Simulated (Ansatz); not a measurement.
## Ti(0001) with 2 thermally displaced layers, 2x2: scattering by thermal displacements

How much do lattice vibrations at 800 K scatter the electrons of Ti? Layers with random displacements are laid between perfect leads, and the resistance is followed against their length.

Calculated with Ansatz 0.2.0; Ansatz plane-wave DFT, PBE, PAW files; ballistic transport by layer matching (Landauer), zero bias; PAW set soft_1.

## 1. The structure

The cell holds 48 atoms: 48 Ti. Cell: a = 5.900 Å, b = 5.900 Å, c = 28.116 Å, α = 90.0°, β = 90.0°, γ = 120.0°. It derives from Ti. Regions: lead, 40 atoms (40 Ti); scattering region, 8 atoms (8 Ti). The structure is stacked along c, and the current runs across the ab planes.

## 2. With 2 displaced layers

Each atom of 2 layers is moved at random, by amounts drawn from a normal law 0.1179 Å wide in each direction from the Debye model (420 K) at 800 K. The layers about the cell's end stay perfect and serve as the lead. Disorder leaves little or no symmetry, which makes such runs dear. Energies from -0.05 to 0.05 eV in steps of 0.05 eV are too few for the program's thermal sum, so it prints no conductance; for a metal the transmission near the Fermi level serves, at a fraction of the cost.

Contents of input.yaml:

```yaml
crystal:
  lattice:
    - [5.9, 0.0, 0.0]
    - [-2.95, 5.1095498823, 0.0]
    - [0.0, 0.0, 28.116]
  atoms:
    - { symbol: Ti, position: [0.1666666667, 0.3333333333, 0.0416666667] }
    - { symbol: Ti, position: [0.1666666667, 0.8333333333, 0.0416666667] }
    - { symbol: Ti, position: [0.6666666667, 0.3333333333, 0.0416666667] }
    - { symbol: Ti, position: [0.6666666667, 0.8333333333, 0.0416666667] }
    - { symbol: Ti, position: [0.3333333333, 0.1666666667, 0.125] }
    - { symbol: Ti, position: [0.3333333333, 0.6666666667, 0.125] }
    - { symbol: Ti, position: [0.8333333333, 0.1666666667, 0.125] }
    - { symbol: Ti, position: [0.8333333333, 0.6666666667, 0.125] }
    - { symbol: Ti, position: [0.1666666667, 0.3333333333, 0.2083333333] }
    - { symbol: Ti, position: [0.1666666667, 0.8333333333, 0.2083333333] }
    - { symbol: Ti, position: [0.6666666667, 0.3333333333, 0.2083333333] }
    - { symbol: Ti, position: [0.6666666667, 0.8333333333, 0.2083333333] }
    - { symbol: Ti, position: [0.3333333333, 0.1666666667, 0.2916666667] }
    - { symbol: Ti, position: [0.3333333333, 0.6666666667, 0.2916666667] }
    - { symbol: Ti, position: [0.8333333333, 0.1666666667, 0.2916666667] }
    - { symbol: Ti, position: [0.8333333333, 0.6666666667, 0.2916666667] }
    - { symbol: Ti, position: [0.1666666667, 0.3333333333, 0.375] }
    - { symbol: Ti, position: [0.1666666667, 0.8333333333, 0.375] }
    - { symbol: Ti, position: [0.6666666667, 0.3333333333, 0.375] }
    - { symbol: Ti, position: [0.6666666667, 0.8333333333, 0.375] }
    - { symbol: Ti, position: [0.3343214234, 0.1636192245, 0.4610181366] }
    - { symbol: Ti, position: [0.3292504989, 0.6543096542, 0.4598492253] }
    - { symbol: Ti, position: [0.8703081649, 0.1885142687, 0.4553831088] }
    - { symbol: Ti, position: [0.8008640582, 0.6522887486, 0.4585065816] }
    - { symbol: Ti, position: [0.1176941231, 0.328286169, 0.5364435133] }
    - { symbol: Ti, position: [0.1457600077, 0.8207781726, 0.5403406616] }
    - { symbol: Ti, position: [0.6869146679, 0.3573824043, 0.541127819] }
    - { symbol: Ti, position: [0.6862931038, 0.8179883849, 0.54314028] }
    - { symbol: Ti, position: [0.3333333333, 0.1666666667, 0.625] }
    - { symbol: Ti, position: [0.3333333333, 0.6666666667, 0.625] }
    - { symbol: Ti, position: [0.8333333333, 0.1666666667, 0.625] }
    - { symbol: Ti, position: [0.8333333333, 0.6666666667, 0.625] }
    - { symbol: Ti, position: [0.1666666667, 0.3333333333, 0.7083333333] }
    - { symbol: Ti, position: [0.1666666667, 0.8333333333, 0.7083333333] }
    - { symbol: Ti, position: [0.6666666667, 0.3333333333, 0.7083333333] }
    - { symbol: Ti, position: [0.6666666667, 0.8333333333, 0.7083333333] }
    - { symbol: Ti, position: [0.3333333333, 0.1666666667, 0.7916666667] }
    - { symbol: Ti, position: [0.3333333333, 0.6666666667, 0.7916666667] }
    - { symbol: Ti, position: [0.8333333333, 0.1666666667, 0.7916666667] }
    - { symbol: Ti, position: [0.8333333333, 0.6666666667, 0.7916666667] }
    - { symbol: Ti, position: [0.1666666667, 0.3333333333, 0.875] }
    - { symbol: Ti, position: [0.1666666667, 0.8333333333, 0.875] }
    - { symbol: Ti, position: [0.6666666667, 0.3333333333, 0.875] }
    - { symbol: Ti, position: [0.6666666667, 0.8333333333, 0.875] }
    - { symbol: Ti, position: [0.3333333333, 0.1666666667, 0.9583333333] }
    - { symbol: Ti, position: [0.3333333333, 0.6666666667, 0.9583333333] }
    - { symbol: Ti, position: [0.8333333333, 0.1666666667, 0.9583333333] }
    - { symbol: Ti, position: [0.8333333333, 0.6666666667, 0.9583333333] }
kpoints:
  mp_grid: { grid: [4, 4, 1] }
hamiltonian:
  xc: pbe
  pseudopotentials: { kind: paw, azcp: { folder: soft_1 } }
scf:
  occupations: { method: fermi_dirac, width: 0.1 }
output:
  transmission: { leads: [[0, 8]], kmesh: [8, 8], e_range: [-0.05, 0.05], de: 0.05 }
  write_potential: true
  write_density: true
  volumetric_format: npy
  elf: true
```

The run is started by

```sh
ansatz run input.yaml --threads 4 --pin off --max-ram 15360MiB --backend cpu --events-out ev --progress --plain --runs-dir out
```

Numbers of over 12 decimals in the logs are rounded to 6 here.

The program printed:

```text
Engine: ansatz 0.2.0, aarch64-unknown-linux-gnu
Pseudopotentials: kind: paw
Pseudopotential: Ti, paw, valence charge 12, recommended cutoff 420 eV (normal), soft_1/Ti.paw.azcp
Functional definition: PBE
  parameter kappa = 0.804
  parameter beta = 0.066725
  exchange = pbe_x(kappa = kappa, mu = beta*pi^2/3)
  correlation = pbe_c(beta = beta)
Crystal: 48 atoms, lattice volume = 847.595 Å³
Basis set: ecut = 420 eV, 16425 PW (Γ)
Bands: 346, of which v1, the nominal top of the filled ones, is band 288 counted from 1 (287 counted from 0)
Symmetry: 1 space group operations
Space group: P1 (ITA 1), of the structure as read, at distance tolerance 9.5e-5 Å
k-points: 10 of 16 (time reversal used)
Non-local potential: Ti, projectors of the file, l = 0: 3, l = 1: 2, l = 2: 3, l = 3: 1
PAW form: soft (Blöchl's): semilocal exchange-correlation on the pseudo side does not see the compensation charge
PAW one-centre angular grid: Ti, 590 points (default); XC on 64 Gauss nodes
Initial density: superposition of atomic densities (chi_scale 0.1, normalization cell)
Initial wavefunctions: pseudopotential atomic-orbital guess
Functional: x = pbe(κ = 0.804, μ = 0.219515), c = pbe(β = 0.066725)
SCF iter   1: F=—  HF=-119993.939995 eV  |F-HF|=—  |Δ(HF+E_count)|=         —  Δρ=5.93e-2  dr2=4.46e1  ethr=3.10e-3  ⟨swp⟩=7.9  Hψ=12586  notcnv=0
preconditioner: auto → Kerker (q_TF=auto, 2.558 Å⁻¹)  [metal: Δε(μ)=0.001 eV  Ē_g=2.561 eV  σ=0.100 eV  W_gap=0.00  n_scr=268 (ndim 8)  ℏωp=17.7 eV  f_vac=0.000  D(μ)=45.61/eV (n_scr^D=404)]
SCF iter   2: F=—  HF=-119985.970951 eV  |F-HF|=—  |Δ(HF+E_count)|=    7.97e0  Δρ=2.64e-2  dr2=1.00e1  ethr=3.10e-3  ⟨swp⟩=2.1  Hψ=5403  notcnv=0
SCF iter   3: F=—  HF=-119984.055972 eV  |F-HF|=—  |Δ(HF+E_count)|=    1.91e0  Δρ=5.86e-3  dr2=2.96e-1  ethr=1.74e-3  ⟨swp⟩=4.7  Hψ=5729  notcnv=0
SCF iter   4: F=—  HF=-119984.043049 eV  |F-HF|=—  |Δ(HF+E_count)|=   1.29e-2  Δρ=1.36e-3  dr2=2.11e-2  ethr=5.15e-5  ⟨swp⟩=2.5  Hψ=5694  notcnv=0
SCF iter   5: F=—  HF=-119984.042208 eV  |F-HF|=—  |Δ(HF+E_count)|=   8.41e-4  Δρ=3.79e-4  dr2=1.67e-3  ethr=3.67e-6  ⟨swp⟩=2.1  Hψ=4226  notcnv=0
SCF iter   6: F=—  HF=-119984.042096 eV  |F-HF|=—  |Δ(HF+E_count)|=   1.12e-4  Δρ=8.22e-5  dr2=8.60e-5  ethr=2.91e-7  ⟨swp⟩=2.2  Hψ=4463  notcnv=0
SCF iter   7: F=—  HF=-119984.043365 eV  |F-HF|=—  |Δ(HF+E_count)|=   1.27e-3  Δρ=3.06e-5  dr2=1.34e-5  ethr=1.49e-8  ⟨swp⟩=2.1  Hψ=4779  notcnv=0
SCF iter   8: F=—  HF=-119984.043364 eV  |F-HF|=—  |Δ(HF+E_count)|=   1.22e-6  Δρ=8.56e-6  dr2=1.04e-6  ethr=2.32e-9  ⟨swp⟩=2.2  Hψ=4529  notcnv=0
SCF iter   9: F=-119984.043363 eV  HF=-119984.043363 eV  |F-HF|=7.27e-8  |Δ(HF+E_count)|=   5.53e-8  Δρ=2.68e-6  dr2=9.49e-8  ethr=1.74e-11  ⟨swp⟩=8.8  Hψ=9088  notcnv=0
SCF 1 converged in 9 iterations: F = -119984.043363 eV  dr2 = 9.49e-8
  greatest PAW one-centre occupation: 0.999 electrons in one spin orbital (limit 2), on the Ti atom at site 29 (counted from 0), in its partial waves of l = 0
transmission: 123 of 1190 steps passed
transmission: 246 of 1190 steps passed
[...]
transmission: 1190 of 1190 steps passed
SCF converged after 9 iterations
Free energy (F): -119984.043363 eV
Harris-Foulkes:  -119984.043363 eV  (|F-HF|=7.27e-8)
Internal energy: -119982.144373 eV  (E = F + TS)
E sigma→0 (E₀):  -119983.093868 eV
Entropy (-TS):   -1.898991 eV (-39.562 meV/atom)
Fermi energy:    13.000957 eV
--- Per-component energies (eV) ---
  E_band       = -7761.914250
  E_kinetic    = 13477.237482
  E_local      = -42483.547695  (includes V_loc(G=0)·N_el)
  E_nonlocal   = 2900.061872
  E_hartree    = 16829.122743
  E_xc         = -5569.302927
  E_vxc        = -6973.132526  (∫ρ·V_xc dr)
  E_paw        = -50020.428676  (= ΣΔE_a)
  E_vpaw       = -8340.744919  (= ΣTr[D̂ρ^β])
  E_aug_tail   = -0.003890  (compensation charges beyond the density's cutoff)
  E_ewald      = -55115.283282
  E_smearing   = -1.898991  (= −TS)
  E_closure    = 0.000000  (closes the sum)
  Σ components = -119984.043363   (vs F -119984.043363, Δ=0.00e0)
--- Band table (eV; the first three rows and the last of 10) ---
  k-point 0: bands = [... 284 lower, 13.5118, 13.5250, 13.5320, 13.5524, 13.5687, 13.5974, 13.6116, 13.6325, ... 54 higher]
  k-point 1: bands = [... 284 lower, 13.2192, 13.2439, 13.2653, 13.2706, 13.2795, 13.2837, 13.2901, 13.3214, ... 54 higher]
  k-point 2: bands = [... 284 lower, 12.7645, 12.7751, 12.8276, 12.8591, 12.8881, 12.9016, 12.9234, 12.9392, ... 54 higher]
  k-point 9: bands = [... 284 lower, 12.7540, 12.7818, 12.8201, 12.8649, 12.8938, 12.9162, 12.9363, 12.9379, ... 54 higher]
--- Transmission ---
  basis      : 253 plane waves across, 35 finite elements along
  points     : 34, standing for a mesh of 8 x 8
  energies   : 3 from -0.050000 to 0.050000 eV about the Fermi level, 0.050000 eV apart; the leads are filled to 0.000000 eV, and channels, transmission and decay are at 0.000000 eV
  crystal 0  : Ti8, at the sites [0, 8], period 4.6860 Å, over 23.43 Å; its Hamiltonian steps by up to 8.6 meV
    offset         : up to 0.0000 Å between an atom of the period and one for which it stands
    channels       : 2.656250e0 a spin
    conductance    : none, the energies end too early or step too widely for 300 K: set another output.transmission.e_range or a lower de, or, where they end at an eighth of basis.ecutwfc, a higher one
  junction   : crystal 0 to crystal 0, 0.70 to 24.13 Å
    transmission   : 1.814226e0 a spin
    conductance    : none, the energies end too early or step too widely for 300 K: set another output.transmission.e_range or a lower de, or, where they end at an eighth of basis.ecutwfc, a higher one
```

Wall time 9.8 min (4 threads of Arm Neoverse V1, shared host); peak memory 5.8 GiB; 34 min of CPU time.

Reading the cycles: dr2 is the Hartree energy of the density residual (eV), the measure of convergence; HF is the Harris–Foulkes estimate of the energy, which meets the free energy F at convergence.

This step gave:

```
free energy                                    : -119984.0434 eV
energy at zero smearing                        : -119983.0939 eV
Fermi energy                                   : 13.00 eV
cell area                                      : 30.15 Å²
transmission per spin nearest the Fermi level  : 1.814
open channels per spin nearest the Fermi level : 2.656
step of the lead's potential                   : 8.6 meV
```

Per spin. The transmission, zone mean by energy, zero at the Fermi level:

```
energy (eV)  transmission, zone mean
    -0.0500                     1.61
     0.0000                     1.81
     0.0500                     1.96
```

Per spin. Table of open channels, zone mean, lead by energy, zero at the Fermi level:

```
energy (eV)  open channels, zone mean, lead
    -0.0500                            2.25
     0.0000                            2.66
     0.0500                            3.22
```

Transmission over k1 and k2. At 0.0000 eV from the Fermi level.

Ten even steps from '0' (0.42) to '9' (3.59):
```
39669100
17444620
17444471
69431349
11744447
10264447
30019669
72215122
```
Columns: k1 (b1) from -0.5 to 0.375; rows upwards: k2 (b2) from -0.5 to 0.375.

Open channels over k1 and k2. At 0.0000 eV from the Fermi level.

Ten even steps from '0' (2.00) to '9' (6.00):
```
09229000
02000200
02000020
59000009
00200002
00020002
00009229
50005000
```
Columns: k1 (b1) from -0.5 to 0.375; rows upwards: k2 (b2) from -0.5 to 0.375.

Electrostatic potential energy in the ca plane at fractional y = 0.164, with atoms of Ti within 0.2 Å of it. With pseudopotentials it is smooth inside the atoms' cores, unlike the true potential.

Ten even steps from '0' (-29 eV) to '9' (15 eV), each cell a mean:
```
89996324799988998311379876799863247999889986
99983000489999996100158999999720015899999972
99972000389999996100159999999610004899999961
99984001489999998411379999999730015899999972
89997435799888999766799998999964358998889986
68999888999766899999999987899998889997668999
57999999999755799999999987789999999986558999
68999878999867899987899988899998789997678999
89996324799988999732369999999863247999889986
99983000489999998300038999999720015899999972
99972000389999998200028999999610004899999961
99984001489999998410048999999730015899999972
89997435799988999743479999999964358998889986
68999888999766899988899987899998889997668999
57999999999755799998999865689999999986558999
68999878999867899866799854689998789997678999
```
Columns run along c (16.0 Å, from fractional 0.22 to 0.78 of the cell; values clipped at the 3rd and 97th percentile), rows up along a (5.9 Å). Atoms in or near the plane, at fractional coordinates: Ti at (0.29, 0.33), Ti at (0.29, 0.83), Ti at (0.46, 0.33), Ti at (0.46, 0.87), Ti at (0.62, 0.33), Ti at (0.62, 0.83).

Valence density in the ca plane at fractional y = 0.164, with atoms of Ti within 0.2 Å of it. It is the smooth field of the valence electrons, not physical close to the nuclei.

Ten steps, logarithmic in the rise over the least value, from '0' (0 e/Å³) to '9' (11 e/Å³), each cell a mean:
```
10012564200111111577521122210135641001110013
10025898410111113799741111111268974101110126
11126998510111113799731111111379985101110137
10015887410011101577520001100258873101110025
11002454200111100133200001100025541001110012
21000111000122100000000011100001110002321000
31000000000233100000000012100000000012331000
21000111000122100011100001100001110001221000
10012564200111000256520000000035641001110013
10025898410111001589851000000268974101110126
11126998511111001699961000000279984111110137
10015887410111001478741000000258873101110025
11002454200111000245420000000025541001110012
21000111000122100011110112100001110002321000
31000000000233100011110133210000000012331000
21000111000122100133211134310001110001221000
```
Columns run along c (16.0 Å, from fractional 0.22 to 0.78 of the cell), rows up along a (5.9 Å). Atoms in or near the plane, at fractional coordinates: Ti at (0.29, 0.33), Ti at (0.29, 0.83), Ti at (0.46, 0.33), Ti at (0.46, 0.87), Ti at (0.62, 0.33), Ti at (0.62, 0.83).

ELF in the ca plane at fractional y = 0.164, with atoms of Ti within 0.2 Å of it. It is the smooth field of the valence electrons, not physical close to the nuclei.

Ten even steps from '0' (0.09) to '9' (0.73), each cell a mean:
```
12311574023211330489512101023115730232113311
77515999416777742899932433464169983267777417
99527989616999942899933788895289894279998428
66514998315656641488513776774159982266666416
12310453023111231022014321133114520231112311
10242101341011024311244100003321013310110242
20155323541022015432354000003642235400310254
10232000231011023100013100003310002310100231
12311574023211241157511432233115730232113311
77515999416777751599951577662169993277777417
99517989627999861698971588862289894289998428
66514998316665651489941577652069982266566416
12310453023111232135312332233114520231112311
10242101231011025310133100013310013310110242
20155323541022025411353012103542235400310254
10232000231011022011122013103310012310100231
```
Columns run along c (16.0 Å, from fractional 0.22 to 0.78 of the cell), rows up along a (5.9 Å). Atoms in or near the plane, at fractional coordinates: Ti at (0.29, 0.33), Ti at (0.29, 0.83), Ti at (0.46, 0.33), Ti at (0.46, 0.87), Ti at (0.62, 0.33), Ti at (0.62, 0.83).

Over the solved energies the transmission per spin lies between 1.61 and 1.96, out of 2.71 channels of the lead on average (up to 3.22).

(Continued in part 2 of 2.)

[Logs are printed without paths, hosts, clocks, repeated set-up lines and the standing remarks that a program may print on its own settings, such as how far it seeks lower states.]

[Hosts, paths, dates, database ids (printed as entryN), source tags and the programs' standing remarks are cut or masked in the printed files.]
